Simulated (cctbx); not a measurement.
# Symmetry from intensities

Cell: a = 4.5800 Å, b = 7.9620 Å, c = 25.3260 Å, α = 90.00°, β = 90.00°, γ = 90.00°. Expected content of the cell: Sn16 Cu12 Li24.

Simulated single-crystal data (cctbx): Mo Kα, λ = 0.71073 Å, to d = 0.6 Å, 80 % of the full sphere, strongest reflection 40000 counts, noise from counting, a 4 % proportional error and a noise floor of 2 counts (s.d.); no absorption.

A first pass over the reflections prints:

```text
14441 reflections to d = 0.600 A
centring   violations  <I/sigma> of those
    A       2826 of  7244      5.5
    B       2826 of  7215      5.5
    C          0 of  7211      0.0
    I       2486 of  7189      4.4
    R       3721 of  9630      5.5
    F       2826 of 10835      3.6
Laue class    unique    Rint  (classes that these axes allow; Friedel mates merged)
C 1 2/m 1        2360   0.035
C 2/m 1 1        2451   0.034
C m m m          1325   0.038
space group    extra absences  I>4sigma  <I/sigma>
C 2 2 21               33          0      -0.5  acentric
C 2 2 2                 0          0         -  acentric
C m m 2                 0          0         -  acentric
C m c 21              186          0      -0.2  acentric
C 2 m m                 0          0         -  acentric
C m 2 m                 0          0         -  acentric
C 2 c m               186          0      -0.2  acentric
C m c m               186          0      -0.2  centric
C m m m                 0          0         -  centric
Wilson B = 0.98 A^2   <|E^2-1|> = 0.981 (0.968 centric, 0.736 acentric)   E^2>4: 4.7 %
shell (A)         n   <I/sigma>
25.35 - 1.20    190     28.0
 1.20 - 0.95    174     25.6
 0.95 - 0.83    166     26.1
 0.83 - 0.76    147     21.0
 0.76 - 0.70    180     22.5
 0.70 - 0.66    139     21.1
 0.66 - 0.63    178     20.5
 0.63 - 0.60    151     18.3
```

**Question.** What are the lattice type, the Laue class and the likely space group?

The reflections that C centring forbids are absent (⟨I/σ⟩ near 0), so the lattice is C.

Rint stays low (0.034 to 0.038) up to C m m m, the highest class in these axes.

9 settings pass the absence test. The most absences obeyed, 186, belong to C m c 21, C 2 c m and C m c m, which absences can't tell apart.

⟨|E²−1|⟩ = 0.981 leans to a centrosymmetric structure. The Wilson B of 0.98 Å² means U ≈ 0.0124 Å².

The true group is Cmcm (no. 63), Laue class mmm, centrosymmetric. The tables only narrow the choice to the tied entries; cell content, site symmetry and trial solutions must settle it.

The model is made up (kin elements in a known structure type, no relaxation), so it says nothing on whether the phase exists.

[Logs are printed without paths, hosts, clocks, repeated set-up lines and the standing remarks that a program may print on its own settings, such as how far it seeks lower states.]
